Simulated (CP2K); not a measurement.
The O K edge of cyanooxirane was computed by TDDFT (CP2K XAS_TDP, aug-cc-pVDZ, TDA) at these levels: PBE, PBEh(45%) and PBEh(45%) + GW2X. The first three lines of O5 (bonded to 2 C) with a strength over 0.0015, energy in eV and strength:

```
run           first          second           third
  1  534.65 (0.040)  535.81 (0.038)  537.32 (0.002)
  2  529.97 (0.041)  531.14 (0.038)  532.64 (0.002)
  3  511.01 (0.013)  511.88 (0.003)  512.74 (0.006)
```

Q: Which run is which?

Run 1: PBEh(45%) + GW2X (45 % exact exchange). Run 2: PBEh(45%) (45 % exact exchange). Run 3: PBE (0 % exact exchange). Self-interaction lifts the core level, so the uncorrected lines rise with the share of exact exchange. The GW2X run keeps the spacings of its parent: 1.16 eV between the first two lines in run 1, 1.17 eV in run 2. Its shift is +4.68 eV, since the Kohn–Sham level at this share of exchange lies that far above the quasiparticle level.

[Banner, clock and machine lines of the logs are left out without a mark of their own.]

[Logs are printed without paths, hosts, clocks, repeated set-up lines and the standing remarks that a program may print on its own settings, such as how far it seeks lower states.]

[Hosts, paths, dates, database ids (printed as entryN), source tags and the programs' standing remarks are cut or masked in the printed files.]
